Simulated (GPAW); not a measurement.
# How TiC absorbs and reflects light

Aim: the dielectric function of TiC, and the optical constants that follow from it. The cell comes from an older database entry, whose edges can differ from later determinations, mostly by under a per cent.

Method: DFT, LDA, plane-wave PAW (GPAW data sets), scalar-relativistic, RPA, optical limit, in GPAW 26.7.0.

Most raw output is cut from this account.

The database entry behind the starting cell differs from later determinations by our own check (0.1 to 0.3 % short, probably kX units), so it need not match the best structure at ambient conditions.

## (1) The structure

It takes space group Fm-3m (No. 225, cubic). The conventional cell has a = 4.319 Å, b = 4.319 Å, c = 4.319 Å, α = 90.00°, β = 90.00°, γ = 90.00°. Nearest to Ti lie 6 C at 2.16 Å. C has 6 Ti at 2.16 Å nearest. Farther neighbours are not listed.

## (2) Ground state

First the ground state: is it a metal or has it a gap?

This step: DFT, LDA, plane-wave PAW (GPAW data sets), scalar-relativistic, ground state (GPAW 26.7.0).

The input, gs.py:

```python
from ase import Atoms
from ase.dft.bandgap import bandgap
from gpaw import GPAW, PW, FermiDirac

atoms = Atoms(['Ti', 'C'],
              cell=[[0.000000000000, 2.159300000000, 2.159300000000],
                    [2.159300000000, 0.000000000000, 2.159300000000],
                    [2.159300000000, 2.159300000000, 0.000000000000]],
              scaled_positions=[[0.000000000000, 0.000000000000, 0.000000000000],
                                [0.500000000000, 0.500000000000, 0.500000000000]],
              pbc=[True, True, True])
atoms.calc = GPAW(mode=PW(500), xc='LDA', kpts={'size': (9, 9, 9), 'gamma': True},
                  occupations=FermiDirac(0.05), maxiter=150, txt='gs.txt')
print('energy (eV)', atoms.get_potential_energy())
print('Fermi level (eV)', atoms.calc.get_fermi_level())
print('valence electrons', atoms.calc.get_number_of_electrons())
print('gap (eV)', bandgap(atoms.calc, output=None)[0])
print('direct gap (eV)', bandgap(atoms.calc, direct=True, output=None)[0])
atoms.calc.write('gs.gpw')
```

Command:

```console
$ OMP_NUM_THREADS=1 python gs.py
```

The job ended after 6 s (1 thread of Arm Neoverse V1, shared host; peak memory 0.13 GiB).

This step gave:

* energy: -19.39 eV
* Fermi energy: 9.986 eV
* electrons: 16

There are states at the Fermi level within the smearing, so the occupations stay smeared and the carriers get a Drude term.

## (3) Bands for the response

At the fixed density, many empty bands are solved on the mesh of the response, since the spectrum sums over them.

This step: DFT, LDA, plane-wave PAW (GPAW data sets), scalar-relativistic, bands at fixed density (GPAW 26.7.0).

The input, nscf.py:

```python
from ase.dft.bandgap import bandgap
from gpaw import GPAW, FermiDirac

calc = GPAW('gs.gpw').fixed_density(kpts={'size': (14, 14, 14), 'gamma': True}, nbands=27, convergence={'bands': 21},
                                    occupations=FermiDirac(0.05), txt='nscf.txt')
print('gap (eV)', bandgap(calc, output=None)[0])
print('direct gap (eV)', bandgap(calc, direct=True, output=None)[0])
print('top band over the Fermi level (eV)', min(calc.get_eigenvalues(kpt=k)[20] for k in range(len(calc.get_ibz_k_points()))) - calc.get_fermi_level())
calc.write('full.gpw', mode='all')
```

Command:

```console
$ OMP_NUM_THREADS=1 python nscf.py
```

Wall time 18 s (1 thread); peak memory 0.17 GiB.

## (4) Dielectric function, RPA

Local fields let the induced charge screen the field inside the cell, which as a rule lowers ε, most along directions where the density is uneven.

This step: DFT, LDA, plane-wave PAW (GPAW data sets), scalar-relativistic, RPA, optical limit (GPAW 26.7.0).

The input, df.py:

```python
from gpaw.response.df import DielectricFunction

df = DielectricFunction('full.gpw', frequencies={'type': 'nonlinear', 'domega0': 0.03, 'omega2': 8},
                        ecut=50,
                        eta=0.15,
                        nbands=21,
                        rate=0.05,
                        txt='df.txt')
for direction in ['x']:
    df.get_dielectric_function(xc='RPA', direction=direction, filename=f'df_{direction}.csv')
```

Command:

```console
$ OMP_NUM_THREADS=1 python df.py
```

Wall time 6.3 s (1 thread); peak memory 0.22 GiB.

The Im ε, E ∥ x has structure finer than the step of the table below, so its rows give means over 0.5 eV, whole bins alone (the curve runs from 0.305 to 14.0 eV). Peaks (eV: height): 1.49: 21.6, 6.82: 9.73.

Sum at mesh points, not converged in k. Im ε, E ∥ x against photon energy; means over each step:

```tsv
photon energy (eV)	Im ε, E ∥ x
1.0	22.8
1.5	20.0
2.0	16.5
2.5	14.8
3.0	15.3
3.5	12.1
4.0	12.2
4.5	11.2
5.0	11.5
5.5	9.67
6.0	7.30
6.5	7.86
7.0	7.92
7.5	4.90
8.0	5.04
8.5	4.34
9.0	4.50
9.5	3.80
10.0	2.63
10.5	1.98
11.0	1.26
11.5	1.29
12.0	1.48
12.5	1.93
13.0	2.45
13.5	2.30
```

Values under 1 per cm are given as 1; sum at mesh points, not converged in k. Absorption coefficient, E ∥ x against photon energy:

```tsv
photon energy (eV)	absorption coefficient, E ∥ x (1/cm)
0.492	3.2e5
1.010	3.4e5
1.486	4.2e5
1.985	4.8e5
2.508	5.5e5
3.018	7.5e5
3.510	8.1e5
3.980	9.1e5
4.516	9.9e5
4.981	1.2e6
5.515	1.4e6
6.021	1.3e6
6.494	1.2e6
6.985	1.8e6
7.496	1.4e6
8.026	1.7e6
8.516	1.5e6
9.023	1.7e6
9.483	1.8e6
10.026	1.8e6
10.519	1.6e6
11.029	1.4e6
11.479	1.1e6
12.023	9.9e5
12.504	1.1e6
13.000	1.4e6
13.512	1.6e6
```

Sum at mesh points, not converged in k. The loss function −Im 1/ε at q → 0, E ∥ x by energy loss; read off at these points:

```tsv
energy loss (eV)	loss function −Im 1/ε at q → 0, E ∥ x
0.50	0.0144
1.00	0.0499
1.50	0.0419
2.00	0.0574
2.50	0.0577
3.00	0.0627
3.50	0.0850
4.00	0.0739
4.50	0.0835
5.00	0.0860
5.50	0.0982
6.00	0.130
6.50	0.127
7.00	0.0990
7.50	0.188
8.00	0.154
8.50	0.201
9.00	0.192
9.50	0.176
10.00	0.191
10.50	0.264
11.00	0.395
11.40	0.735
11.50	0.720
12.00	0.705
12.50	0.494
13.00	0.407
13.50	0.425
13.77	0.477
```

Sum at mesh points, not converged in k. The Im ε, E ∥ x by photon energy; read off at these points:

```tsv
photon energy (eV)	without local fields	with local fields
0.500	66.7	66.6
0.750	36.5	36.5
1.000	19.5	19.5
1.250	18.0	18.0
1.500	21.5	21.5
1.750	18.9	18.9
2.000	15.7	15.7
2.250	15.4	15.4
2.500	14.5	14.5
2.750	15.7	15.7
2.819	15.9	16.0
3.000	15.1	15.1
3.250	14.8	14.8
3.500	11.6	11.6
3.750	11.0	11.1
4.000	12.9	13.0
4.250	11.1	11.1
4.500	11.4	11.4
4.750	11.5	11.5
5.000	11.6	11.6
5.125	11.9	12.0
5.250	11.2	11.2
5.500	9.71	9.67
5.750	8.14	8.10
6.000	7.39	7.36
6.250	6.58	6.57
6.500	7.77	7.79
6.750	9.44	9.52
6.820	9.60	9.72
7.000	7.93	8.12
7.250	5.13	5.29
7.500	4.47	4.61
7.750	5.32	5.51
8.000	4.98	5.19
8.250	3.94	4.09
8.500	4.27	4.43
8.750	4.30	4.47
9.000	4.33	4.52
9.250	4.23	4.43
9.500	3.60	3.80
9.750	3.07	3.25
10.000	2.43	2.54
10.250	2.13	2.18
10.500	2.04	2.08
10.750	1.58	1.55
11.000	1.31	1.22
11.250	1.25	1.10
11.500	1.45	1.31
11.750	1.55	1.42
12.000	1.54	1.41
12.250	1.79	1.66
12.500	2.09	1.94
12.750	2.54	2.25
13.000	2.81	2.45
13.250	2.84	2.54
13.500	2.54	2.31
13.750	2.30	2.08
```

Sum at mesh points, not converged in k. Table of reflectivity at normal incidence, E ∥ x by photon energy; read off at these points:

photon energy (eV), reflectivity at normal incidence, E ∥ x (%) and a bar from the least value:
```
    0.500       73.8 ##############################
    0.750       67.4 ###########################
    1.000       56.7 #####################
    1.250       47.2 #################
    1.500       50.8 ##################
    1.750       49.4 ##################
    2.000       45.4 ################
    2.250       45.4 ################
    2.500       43.2 ###############
    2.750       45.2 ################
    3.000       45.6 ################
    3.250       46.9 ################
    3.500       42.8 ##############
    3.750       39.7 #############
    4.000       43.3 ###############
    4.112       44.5 ###############
    4.250       42.8 ##############
    4.500       40.9 #############
    4.750       43.2 ###############
    5.000       43.6 ###############
    5.250       47.0 #################
    5.466       47.3 #################
    5.500       47.2 #################
    5.750       45.2 ################
    6.000       42.5 ##############
    6.250       37.8 ############
    6.500       36.3 ###########
    6.750       43.7 ###############
    7.000       52.0 ###################
    7.153       53.5 ####################
    7.250       52.1 ###################
    7.500       40.8 #############
    7.750       39.6 #############
    8.000       45.8 ################
    8.250       41.5 ##############
    8.500       38.9 ############
    8.750       38.6 ############
    9.000       40.4 #############
    9.250       43.1 ###############
    9.500       47.9 #################
    9.750       47.1 #################
   10.000       52.9 ####################
   10.250       47.8 #################
   10.500       47.4 #################
   10.750       50.9 ###################
   11.000       47.1 #################
   11.250       35.8 ###########
   11.500       24.0 #####
   11.750       20.4 ###
   12.000       17.1 ##
   12.250       14.0 
   12.500       15.4 #
   12.750       16.5 #
   13.000       20.4 ###
   13.250       23.0 ####
   13.500       24.9 #####
   13.750       22.3 ####
```

From ε follow the optical constants at some laser and lamp lines:

```tsv
wavelength (nm)	n	k	R (%)	1/α
1550	3.61	4.654	66.3	27 nm
633	3.28	2.446	46.0	21 nm
450	3.31	2.369	45.3	15 nm
405	3.07	2.455	45.6	13 nm
365	2.61	2.443	45.0	12 nm
248	2.48	2.340	43.6	8.4 nm
193	1.94	1.823	35.2	8.4 nm
```

A polished face would reflect 45 % of daylight and look light grey (CIE x = 0.316, y = 0.327 under D65).

## (5) Outcome

In words: At this level (LDA, RPA) TiC is a metal. The mesh is too coarse to trust the carriers' weight, the reflectivity or the colour to better than tens of per cent. A polished face would reflect 45 % of daylight and look light grey (CIE x = 0.316, y = 0.327 under D65). The carriers' damping of 0.05 eV is typed, not computed; it shapes the response at the lowest energies. In this version of GPAW the matrix elements of the optical limit are incomplete, which can lower ε − 1 by up to a tenth where first-row anions or d states rule, and shift it by more in d metals. GPAW's carrier term has the form −ωp²/(ω + i·rate)², which damps like twice the rate and fails at low energy, so the curves leave the lowest energies out. The sum runs over mesh points 0.18 Å⁻¹ apart with no interpolation, so peaks are partly noise of the mesh, and the Drude plasma energy, a sum over the Fermi surface, isn't converged.

[Machine, clock and banner lines and Python warnings are left out of the logs.]

[Logs are printed without paths, hosts, clocks, repeated set-up lines and the standing remarks that a program may print on its own settings, such as how far it seeks lower states.]

[Hosts, paths, dates, database ids (printed as entryN), source tags and the programs' standing remarks are cut or masked in the printed files.]
